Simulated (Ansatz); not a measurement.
Rows from a G0W0 calculation on SnSeS (layered bulk) (P3m1) (Ansatz 0.2.0; G0W0 on PBEsol, plane waves, PAW; PAW set soft_1; 6×6×4 mesh, 281 empty bands, screening to 150 eV, PAW set soft_1 files), in eV. Spin-orbit coupling is left out.

The structure was built from a prototype and need not be the compound's stable phase.

```tsv
row	Σx	Σc	Vxc	Z
A	-12.02	-3.56	-15.78	0.77
B	-8.16	-4.22	-12.59	0.78
C	-17.68	1.75	-15.44	0.72
D	-7.46	-4.34	-11.97	0.78
E	-11.10	-3.34	-14.57	0.77
F	-18.19	1.61	-16.09	0.74
```

Which rows are filled states and which are empty ones, and how can one tell?

Filled: C and F. Empty: A, B, D and E. The sign of Σc tells: for a filled state bare exchange, which holds its interaction with itself, lies below Vxc (Σx − Vxc is -2.1 eV or lower here) and screening gives part back as a positive Σc. For an empty state Σx lies above Vxc (+3.5 eV or more) and the Coulomb hole leaves Σc negative.

[Paths, hosts, dates, memory and timing lines, banners, echoed tables and standing remarks are left out of the program output.]

[Logs are printed without paths, hosts, clocks, repeated set-up lines and the standing remarks that a program may print on its own settings, such as how far it seeks lower states.]

[Runs of the session that timed out or met a known fault of the program may be left out.]

[Cells called generated may have been cut or substituted from an entry of the Crystallography Open Database or the Materials Project.]

[Hosts, paths, dates, database ids (printed as entryN), source tags and the programs' standing remarks are cut or masked in the printed files.]
